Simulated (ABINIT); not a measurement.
An input for ABINIT 10.8.3 (TePb (Fm-3m)):

```
acell 3*1.0 Angstrom
rprim 
  0.000000000000 3.231000000000 3.231000000000
  3.231000000000 -0.000000000000 3.231000000000
  3.231000000000 3.231000000000 -0.000000000000
ntypat 2
znucl 52 82
natom 2
typat 1 2
xred 
  0.500000000000 0.500000000000 0.500000000000
  0.000000000000 0.000000000000 0.000000000000
pp_dirpath "pseudos"
pseudos "Te.upf, Pb.upf"
ecut 34
ngkpt 4 4 4
nshiftk 1
shiftk 0 0 0
kptopt 1
chksymbreak 0
istwfk *1
occopt 1
irdwfk 1
optdriver 4
nband 59
gwcalctyp 10
ecutsigx 34
symsigma 1
nkptgw 8
kptgw 
  0.0000000000 0.0000000000 0.0000000000
  0.2500000000 0.0000000000 0.0000000000
  0.5000000000 0.0000000000 0.0000000000
  0.2500000000 0.2500000000 0.0000000000
  0.5000000000 0.2500000000 0.0000000000
  -0.2500000000 0.2500000000 0.0000000000
  0.5000000000 0.5000000000 0.0000000000
  -0.2500000000 0.5000000000 0.2500000000
bdgw 
  11 22
  11 22
  11 22
  11 22
  11 22
  11 22
  11 22
  11 22
ecuteps 3.9
irdscr 1
ppmodel 1
indata_prefix "in"
outdata_prefix "out"
tmpdata_prefix "tmp"
```

```sh
OMP_NUM_THREADS=1 mpirun -n 4 abinit run.abi > log
```

**Question.** Estimate wall time and host memory on 4 MPI ranks of Intel Xeon at 2.80GHz (Skylake/Cascade Lake), shared host.

It took 2.3 min; on shared hardware allow 70 s to 4.7 min. Peak host memory was 1.3 GiB.

[Paths, hosts, dates, memory and timing lines, banners, echoed tables and standing remarks are left out of the program output.]

[Logs are printed without paths, hosts, clocks, repeated set-up lines and the standing remarks that a program may print on its own settings, such as how far it seeks lower states.]

[Runs of the session that timed out or met a known fault of the program may be left out.]

[Hosts, paths, dates, database ids (printed as entryN), source tags and the programs' standing remarks are cut or masked in the printed files.]

[G0W0 gaps are taken among the corrected bands and points alone; a level outside them can change the order at an edge.]

[Where Ansatz stands beside ABINIT at settings called matched, ABINIT's density can come from a denser mesh and the files from another edition; pairs whose starting gaps differed by over 0.03 eV were left out, so agreement reads better than it is.]
